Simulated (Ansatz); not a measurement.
# Rb2MoF4 (started from the K2NiF4 type) (I4/mmm): how robust is the cRPA U?

What does U in Rb2MoF4 (started from the K2NiF4 type) (I4/mmm) depend on besides the window?

Calculated with Ansatz 0.2.0; constrained RPA on PBE, plane waves, PAW.

The structure was built from a prototype and need not be the compound's stable phase.

### 1. Starting point

Symmetry: I4/mmm, No. 139, tetragonal system. Conventional cell: a = 4.278 Å, b = 4.278 Å, c = 14.183 Å, α = 90.00°, β = 90.00°, γ = 90.00°. Nearest to Rb lie 9 F at 2.84 to 3.03 Å. Mo has 6 F at 2.14 to 2.19 Å nearest. Nearest to F lie 2 Mo at 2.14 Å and 4 Rb at 2.97 Å. F has 1 Mo at 2.19 Å and 5 Rb at 2.84 to 3.03 Å nearest. Farther neighbours and most contacts between anions are not listed.

The structure was relaxed with PBE. The structure type comes from a generator and need not be one that this composition takes. The structure was generated from a model, not taken from a measurement. The runs that relaxed it are not among those shown. The program's search for lower electronic states was switched off, so nothing shows that the state found is the lowest. The default PAW set here is soft_2. Its files were made with PBE.

### 2. Base: Mo t2g, bands v2 to c1, 4×4×4 mesh, medium accuracy

Constrained RPA screens the interaction with every transition except those inside the target bands, which a later many-body model would treat itself.

input.yaml reads:

```yaml
crystal:
  lattice:
    - [2.13889785, -2.13889785, 7.09172968]
    - [-2.13889785, 2.13889785, 7.09172968]
    - [-2.13889785, -2.13889785, -7.09172968]
  atoms:
    - { symbol: Rb, position: [0.3546380024, 0.3546380024, 0.0] }
    - { symbol: Rb, position: [0.6453619976, 0.6453619976, 0.0] }
    - { symbol: Mo, position: [0.0, 0.0, 0.0] }
    - { symbol: F, position: [0.0, 0.5, 0.5] }
    - { symbol: F, position: [0.5, 0.0, 0.5] }
    - { symbol: F, position: [0.1544665736, 0.1544665736, 0.0] }
    - { symbol: F, position: [0.8455334264, 0.8455334264, 0.0] }
kpoints:
  mp_grid: { grid: [8, 8, 8] }
hamiltonian:
  xc: pbe
scf:
  occupations: { method: gaussian, width: 0.08 }
  n_extra_bands: 19
  max_iter: 150
  lower_state_search: "off"
output:
  crpa:
    kmesh: [4, 4, 4]
    target_bands: [v2, c1]
    projections: [{ species: Mo, l: d, shell: 4, orbitals: [dxz, dyz, dxy] }]
  local_orbitals:
    kmesh: [8, 8, 8]
    orbitals: [{ species: Mo, l: d, shell: 4, orbitals: [dxz, dyz, dxy] }]
    window: { bands: [v2, c1] }
    seedname: lo
```

Launch:

```
$ ansatz run input.yaml --threads 4 --pin off --max-ram 14745MiB --backend cpu --events-out ev --progress --plain --runs-dir out
```

Numbers of over 12 decimals in the logs are rounded to 6 here.

The program printed:

```text
scf.n_extra_bands = 19 over 30 filled bands (N_el = 60.0): the run solves 49 bands
Engine: ansatz 0.2.0, aarch64-unknown-linux-gnu
Pseudopotentials: kind: paw
Pseudopotential: Rb, paw, valence charge 9, recommended cutoff 420 eV (normal), Rb.paw.azcp
Pseudopotential: Mo, paw, valence charge 14, recommended cutoff 420 eV (normal), Mo.paw.azcp
Pseudopotential: F, paw, valence charge 7, recommended cutoff 420 eV (normal), F.paw.azcp
Functional definition: PBE
  parameter kappa = 0.804
  parameter beta = 0.066725
  exchange = pbe_x(kappa = kappa, mu = beta*pi^2/3)
  correlation = pbe_c(beta = beta)
Crystal: 7 atoms, lattice volume = 129.775 Å³
Basis set: ecut = 420 eV, 2495 PW (Γ)
Bands: 49, of which v1, the nominal top of the filled ones, is band 30 counted from 1 (29 counted from 0)
Symmetry: 16 space group operations
Space group: I4/mmm (ITA 139), of the structure as read, at distance tolerance 5.1e-5 Å
k-points: 59 of 512
Non-local potential: Rb, projectors of the file, l = 0: 3, l = 1: 2, l = 2: 2
Non-local potential: Mo, projectors of the file, l = 0: 3, l = 1: 2, l = 2: 2, l = 3: 1
Non-local potential: F, projectors of the file, l = 0: 2, l = 1: 2, l = 2: 1
PAW form: soft (Blöchl's): semilocal exchange-correlation on the pseudo side does not see the compensation charge
PAW one-centre angular grid: Rb, 110 points (default); XC on 64 Gauss nodes
PAW one-centre angular grid: Mo, 590 points (default); XC on 64 Gauss nodes
PAW one-centre angular grid: F, 110 points (default); XC on 64 Gauss nodes
Initial density: superposition of atomic densities (neutral atoms: chi_scale 0, normalization atom), corrected by the library's trained network
Initial wavefunctions: pseudopotential atomic-orbital guess
Functional: x = pbe(κ = 0.804, μ = 0.219515), c = pbe(β = 0.066725)
SCF iter   1: F=—  HF=-14727.339809 eV  |F-HF|=—  |Δ(HF+E_count)|=         —  Δρ=5.15e-3  dr2=3.80e-2  ethr=1.77e-3  ⟨swp⟩=6.0  Hψ=12650  notcnv=0  defer=358
preconditioner: auto → LDOS  [metal: Δε(μ)=0.104 eV  Ē_g=13.696 eV  σ=0.080 eV  W_gap=0.47  n_scr=32 (ndim 8)  ℏωp=20.6 eV  f_vac=0.121  D(μ)=3.59/eV (n_scr^D=24)  β→1.0]
SCF iter   2: F=—  HF=-14727.338611 eV  |F-HF|=—  |Δ(HF+E_count)|=   1.20e-3  Δρ=5.08e-3  dr2=1.90e-2  ethr=6.34e-5  ⟨swp⟩=2.0  Hψ=5442  notcnv=0  defer=717
SCF iter   3: F=—  HF=-14727.335054 eV  |F-HF|=—  |Δ(HF+E_count)|=   3.56e-3  Δρ=1.62e-3  dr2=4.68e-3  ethr=3.17e-5  ⟨swp⟩=2.4  Hψ=3677  notcnv=0  defer=717
SCF iter   4: F=—  HF=-14727.334248 eV  |F-HF|=—  |Δ(HF+E_count)|=   8.07e-4  Δρ=8.46e-4  dr2=1.35e-3  ethr=7.80e-6  ⟨swp⟩=2.2  Hψ=3234  notcnv=0  defer=717
SCF iter   5: F=—  HF=-14727.333953 eV  |F-HF|=—  |Δ(HF+E_count)|=   2.95e-4  Δρ=4.43e-4  dr2=2.81e-4  ethr=2.25e-6  ⟨swp⟩=2.1  Hψ=3392  notcnv=0  defer=717
SCF iter   6: F=—  HF=-14727.333887 eV  |F-HF|=—  |Δ(HF+E_count)|=   6.59e-5  Δρ=1.30e-4  dr2=1.36e-5  ethr=4.68e-7  ⟨swp⟩=2.0  Hψ=3336  notcnv=0  defer=717
SCF iter   7: F=—  HF=-14727.333887 eV  |F-HF|=—  |Δ(HF+E_count)|=   4.32e-7  Δρ=4.65e-5  dr2=1.96e-6  ethr=2.27e-8  ⟨swp⟩=2.0  Hψ=3649  notcnv=0  defer=713
SCF iter   8: F=-14727.333886 eV  HF=-14727.333886 eV  |F-HF|=2.78e-8  |Δ(HF+E_count)|=   2.58e-7  Δρ=1.06e-5  dr2=7.94e-8  ethr=1.67e-10  ⟨swp⟩=8.2  Hψ=13801  notcnv=0
SCF 1 converged in 8 iterations: F = -14727.333886 eV  dr2 = 7.94e-8
[...]
NSCF: frozen V_eff on 63 k-points
NSCF: frozen V_eff on 13 k-points
[...]
cRPA screening: q 1/64
cRPA screening: q 2/64
cRPA screening: q 6/64 (q-point 3)
cRPA screening: q 8/64 (q-point 5)
cRPA screening: q 16/64 (q-point 6)
cRPA screening: q 32/64 (q-point 9)
cRPA screening: q 36/64 (q-point 10)
cRPA screening: q 44/64 (q-point 22)
cRPA screening: q 46/64 (q-point 24)
cRPA screening: q 48/64 (q-point 27)
cRPA screening: q 56/64 (q-point 30)
cRPA screening: q 60/64 (q-point 31)
cRPA screening: q 64/64 (q-point 43)
SCF converged after 8 iterations
Free energy (F): -14727.333886 eV
Harris-Foulkes:  -14727.333886 eV  (|F-HF|=2.78e-8)
Internal energy: -14727.318020 eV  (E = F + TS)
E sigma→0 (E₀):  -14727.325953 eV
Entropy (-TS):   -0.015867 eV (-2.267 meV/atom)
Fermi energy:    8.884293 eV
--- Per-component energies (eV) ---
  E_band       = -454.359234
  E_kinetic    = 1655.063763
  E_local      = -5628.396667  (includes V_loc(G=0)·N_el)
  E_nonlocal   = 787.312316
  E_hartree    = 2062.863645
  E_xc         = -763.640193
  E_vxc        = -911.461747  (∫ρ·V_xc dr)
  E_paw        = -9240.022231  (= ΣΔE_a)
  E_vpaw       = -482.627895  (= ΣTr[D̂ρ^β])
  E_aug_tail   = 0.008229  (compensation charges beyond the density's cutoff)
  E_ewald      = -3600.506882
  E_smearing   = -0.015867  (= −TS)
  E_closure    = -0.000000  (closes the sum)
  Σ components = -14727.333886   (vs F -14727.333886, Δ=0.00e0)
--- Band table (eV; the first three rows and the last of 59) ---
  k-point 0: bands = [... 26 lower, 2.6781, 2.6781, 7.8286, 8.2678, 8.2678, 8.9930, 9.6339, 10.2768, ... 15 higher]
  k-point 1: bands = [... 26 lower, 2.5419, 2.6639, 8.0797, 8.3766, 8.3945, 9.4547, 10.0452, 10.5222, ... 15 higher]
  k-point 2: bands = [... 26 lower, 2.6018, 2.6462, 8.6368, 8.6439, 8.6876, 10.3816, 11.0216, 11.2144, ... 15 higher]
  k-point 58: bands = [... 26 lower, 2.6701, 2.6701, 7.8303, 8.3311, 8.3311, 9.6155, 9.9997, 10.0182, ... 15 higher]
--- cRPA (band scheme, projected local orbitals): target bands 29..31 (1-based), 3 Wannier function(s), 4×4×4 mesh, 62 bands' worth read of 67 solved, ecut_chi 136.0 eV, v(q+G=0) probe_charge, pair densities all_electron ---
  bands read: the sum over 62 bands ends inside a degenerate multiplet in 2 slots, whose members it reads at an even weight; the widest, k=21: bands 62 to 63 (counted from 1) at 1/2 each
  χ-basis size per q: N_G = 449..480
  window electrons = 4.0000, filled by tetrahedron_uncorrected; constrained ε̄⁻¹(q = 0, 0) head = 0.411917; min gauge Gram eig = 0.8247
  Kanamori averages over each shell's own Wannier functions (sites counted from 0, functions from 1):
    Site 2, 4D, 3 of 5 d orbitals (Wannier functions 1, 2, 3; wannier90's mr 2, 3, 5):
      screened: U = 5.3030 eV, U' = 4.5392 eV, J = 0.3618 eV
      screened, to within: U = 1.5e-2 eV, U' = 1.5e-2 eV, J = 8.1e-4 eV
      bare: V = 13.0864 eV, V' = 12.0512 eV, J = 0.5177 eV
  Hermiticity witness max|P − P†| over intra, direct and exchange elements: 9.77e-15 eV (screened), 5.16e-23 eV (bare)
  Reality witness max|Im| over intra, direct and exchange elements: 4.99e-18 eV (screened), 5.42e-19 eV (bare)
```

Run time: 5.3 min. Hardware: 4 threads of Arm Neoverse V1, shared host; peak memory 1 GiB.

In the SCF lines HF is the Harris–Foulkes energy and dr2 the Hartree energy of the density residual, in eV; the loop may stop once dr2 is under the threshold and the program's other checks hold. Hψ counts applications of the Hamiltonian.

This step gave:

| Property | Result |
| --- | --- |
| U | 5.303 eV |
| U prime (inter-orbital) | 4.539 eV |
| J | 0.3618 eV |
| bare V | 13.09 eV |
| bare J | 0.5177 eV |
| stated bound on U | 0.01435 eV |
| U over bare V | 0.4052 |
| electrons in the window | 4.000 |
| head of the constrained inverse dielectric matrix | 0.4119 |
| least eigenvalue of the projection's overlap | 0.8247 |
| target functions | 3 |
| bands in the sums | 62 |
| r.m.s. miss of the model bands | 2.19e-5 eV |
| width of the target bands | 1.577 eV |
| weight of the projected orbitals in the window | 0.8909 |

On the Mo t2g shell, screening brings the on-site interaction from 13.1 eV down to U = 5.30 eV.

### 3. Changed: 2×2×2 mesh

Edit input.yaml of step 2 so:

```diff
@@ -24,9 +24,4 @@
   crpa:
-    kmesh: [4, 4, 4]
+    kmesh: [2, 2, 2]
     target_bands: [v2, c1]
     projections: [{ species: Mo, l: d, shell: 4, orbitals: [dxz, dyz, dxy] }]
-  local_orbitals:
-    kmesh: [8, 8, 8]
-    orbitals: [{ species: Mo, l: d, shell: 4, orbitals: [dxz, dyz, dxy] }]
-    window: { bands: [v2, c1] }
-    seedname: lo
```

The program printed:

```text
[...]
Crystal: 7 atoms, lattice volume = 129.775 Å³
Basis set: ecut = 420 eV, 2495 PW (Γ)
Bands: 49, of which v1, the nominal top of the filled ones, is band 30 counted from 1 (29 counted from 0)
Symmetry: 16 space group operations
[...]
k-points: 59 of 512
[...]
SCF iter   1: F=—  HF=-14727.339809 eV  |F-HF|=—  |Δ(HF+E_count)|=         —  Δρ=5.15e-3  dr2=3.80e-2  ethr=1.77e-3  ⟨swp⟩=6.0  Hψ=12650  notcnv=0  defer=358
[...]
SCF iter   8: F=-14727.333886 eV  HF=-14727.333886 eV  |F-HF|=2.78e-8  |Δ(HF+E_count)|=   2.58e-7  Δρ=1.06e-5  dr2=7.94e-8  ethr=1.67e-10  ⟨swp⟩=8.2  Hψ=13801  notcnv=0
SCF 1 converged in 8 iterations: F = -14727.333886 eV  dr2 = 7.94e-8
[...]
NSCF: frozen V_eff on 4 k-points
[...]
cRPA screening: q 1/8
cRPA screening: q 2/8
cRPA screening: q 4/8 (q-point 3)
cRPA screening: q 8/8
SCF converged after 8 iterations
Free energy (F): -14727.333886 eV
[...]
Internal energy: -14727.318020 eV  (E = F + TS)
E sigma→0 (E₀):  -14727.325953 eV
Entropy (-TS):   -0.015867 eV (-2.267 meV/atom)
Fermi energy:    8.884293 eV
[...]
--- Band table (eV; the first three rows and the last of 59) ---
  k-point 0: bands = [... 26 lower, 2.6781, 2.6781, 7.8286, 8.2678, 8.2678, 8.9930, 9.6339, 10.2768, ... 15 higher]
  k-point 1: bands = [... 26 lower, 2.5419, 2.6639, 8.0797, 8.3766, 8.3945, 9.4547, 10.0452, 10.5222, ... 15 higher]
  k-point 2: bands = [... 26 lower, 2.6018, 2.6462, 8.6368, 8.6439, 8.6876, 10.3816, 11.0216, 11.2144, ... 15 higher]
  k-point 58: bands = [... 26 lower, 2.6701, 2.6701, 7.8303, 8.3311, 8.3311, 9.6155, 9.9997, 10.0182, ... 15 higher]
[...]
χ-basis size per q: N_G = 454..476
[...]
Site 2, 4D, 3 of 5 d orbitals (Wannier functions 1, 2, 3; wannier90's mr 2, 3, 5):
      screened: U = 5.5231 eV, U' = 4.7497 eV, J = 0.3613 eV
      screened, to within: U = 1.6e-2 eV, U' = 1.6e-2 eV, J = 8.2e-4 eV
      bare: V = 13.2302 eV, V' = 12.1861 eV, J = 0.5204 eV
[...]
```

Elapsed: 23 s, on 4 threads; peak memory 0.8 GiB; 89 s of CPU time.

This step gave:

```yaml
u: 5.523 eV
u_prime_inter_orbital: 4.750 eV
j: 0.3613 eV
bare_v: 13.23 eV
bare_j: 0.5204 eV
stated_bound_on_u: 0.01517 eV
u_over_bare_v: 0.4175
electrons_in_the_window: 4.000
head_of_the_constrained_inverse_dielectric_matrix: 0.3999
least_eigenvalue_of_the_projection_s_overlap: 0.8247
target_functions: 3
bands_in_the_sums: 62
width_of_the_target_bands: 1.577 eV
weight_of_the_projected_orbitals_in_the_window: 0.8909
```

On the Mo t2g shell, screening brings the on-site interaction from 13.2 eV down to U = 5.52 eV.

### 4. Changed: sums over states on smooth products

Edit input.yaml of step 3 so:

```diff
@@ -24,4 +24,8 @@
   crpa:
-    kmesh: [2, 2, 2]
+    kmesh: [4, 4, 4]
     target_bands: [v2, c1]
     projections: [{ species: Mo, l: d, shell: 4, orbitals: [dxz, dyz, dxy] }]
+    accuracy: sum_over_states
+    pair_densities: pseudo
+    n_empty_bands: 60
+    ecut_chi: 136
```

The program printed:

```text
[...]
Crystal: 7 atoms, lattice volume = 129.775 Å³
Basis set: ecut = 420 eV, 2495 PW (Γ)
Bands: 49, of which v1, the nominal top of the filled ones, is band 30 counted from 1 (29 counted from 0)
Symmetry: 16 space group operations
[...]
k-points: 59 of 512
[...]
χ-basis size per q: N_G = 449..480
[...]
U and J over all bands: no bound (output.crpa.accuracy: sum_over_states); those below are of the sums over the bands read on the sphere of ecut_chi alone
[...]
Site 2, 4D, 3 of 5 d orbitals (Wannier functions 1, 2, 3; wannier90's mr 2, 3, 5):
      screened: U = 5.5247 eV, U' = 4.6184 eV, J = 0.4014 eV
      bare: V = 13.0864 eV, V' = 12.0512 eV, J = 0.5177 eV
[...]
[key lines of the parts left out:]
SCF converged after 8 iterations
Free energy (F): -14727.333886 eV
Fermi energy:    8.884293 eV
```

Run time: 50 s. Hardware: 4 threads; peak memory 0.71 GiB; 3.2 min of CPU time.

This variant gives U = 5.52 eV against 5.30 eV. It is a finite sum over empty states with no bound on its error and stays out of the table below.

### 5. Changed: sums over states

Edit input.yaml of step 4 so:

```diff
@@ -28,3 +28,2 @@
     accuracy: sum_over_states
-    pair_densities: pseudo
     n_empty_bands: 60
```

The program printed:

```text
[...]
Crystal: 7 atoms, lattice volume = 129.775 Å³
Basis set: ecut = 420 eV, 2495 PW (Γ)
Bands: 49, of which v1, the nominal top of the filled ones, is band 30 counted from 1 (29 counted from 0)
Symmetry: 16 space group operations
[...]
k-points: 59 of 512
[...]
k-point 2: bands = [... 26 lower, 2.6018, 2.6462, 8.6368, 8.6439, 8.6876, 10.3816, 11.0216, 11.2144, ... 15 higher]
  k-point 58: bands = [... 26 lower, 2.6701, 2.6701, 7.8303, 8.3311, 8.3311, 9.6155, 9.9997, 10.0182, ... 15 higher]
[...]
χ-basis size per q: N_G = 449..480
[...]
Site 2, 4D, 3 of 5 d orbitals (Wannier functions 1, 2, 3; wannier90's mr 2, 3, 5):
      screened: U = 5.4781 eV, U' = 4.6158 eV, J = 0.3806 eV
      bare: V = 13.0864 eV, V' = 12.0512 eV, J = 0.5177 eV
[...]
[key lines of the parts left out:]
SCF converged after 8 iterations
Free energy (F): -14727.333886 eV
Fermi energy:    8.884293 eV
```

Elapsed: 52 s, on 4 threads; peak memory 0.78 GiB; 3.4 min of CPU time.

This variant gives U = 5.48 eV against 5.30 eV. It is a finite sum over empty states with no bound on its error and stays out of the table below.

### 6. Changed: a wide Fermi-Dirac smearing

Edit input.yaml of step 5 so:

```diff
@@ -18,3 +18,3 @@
 scf:
-  occupations: { method: gaussian, width: 0.08 }
+  occupations: { method: fermi_dirac, width: 1.0 }
   n_extra_bands: 19
@@ -27,4 +27 @@
     projections: [{ species: Mo, l: d, shell: 4, orbitals: [dxz, dyz, dxy] }]
-    accuracy: sum_over_states
-    n_empty_bands: 60
-    ecut_chi: 136
```

The program printed:

```text
scf.n_extra_bands = 19 over 30 filled bands (N_el = 60.0): the run solves 49 bands
Engine: ansatz 0.2.0, aarch64-unknown-linux-gnu
Pseudopotentials: kind: paw
Pseudopotential: Rb, paw, valence charge 9, recommended cutoff 420 eV (normal), Rb.paw.azcp
Pseudopotential: Mo, paw, valence charge 14, recommended cutoff 420 eV (normal), Mo.paw.azcp
Pseudopotential: F, paw, valence charge 7, recommended cutoff 420 eV (normal), F.paw.azcp
Functional definition: PBE
[...]
k-point 2: bands = [... 26 lower, 2.5119, 2.5714, 8.0106, 8.0691, 8.1021, 10.1113, 10.3862, 10.8404, ... 15 higher]
  k-point 58: bands = [... 26 lower, 2.5952, 2.5952, 7.1894, 7.7452, 7.7452, 8.9390, 9.4975, 10.0070, ... 15 higher]
Error: cRPA refused: cRPA: band v10 at k-index 0 must be full below output.crpa.target_bands = [v2, c1] or empty above, but its occupation deviates by 1.03e-3 of a full band (tolerance 1e-3). Include the band in the window or, for the tail of a fermi_dirac temperature, lower scf.occupations.width or leave the width out
[key lines of the parts left out:]
SCF converged after 8 iterations
Free energy (F): -14731.714621 eV
Fermi energy:    8.229067 eV
```

Run time: 9.2 s. Hardware: 4 threads; peak memory 0.67 GiB.

The self-consistent loop converged; the step after it was not made. The program's words: cRPA refused: cRPA: band v10 at k-index 0 must be full below output.crpa.target_bands = [v2, c1] or empty above, but its occupation deviates by 1.03e-3 of a full band (tolerance 1e-3). Include the band in the window or, for the tail of a fermi_dirac temperature, lower scf.occupations.width or leave the width out

The fault put into this input: a wide Fermi-Dirac smearing.

[end of part 1 of 2]

[Paths, hosts, dates, memory and timing lines, banners, echoed tables and standing remarks are left out of the program output.]

[Logs are printed without paths, hosts, clocks, repeated set-up lines and the standing remarks that a program may print on its own settings, such as how far it seeks lower states.]

[Runs of the session that timed out or met a known fault of the program may be left out.]

[Hosts, paths, dates, database ids (printed as entryN), source tags and the programs' standing remarks are cut or masked in the printed files.]
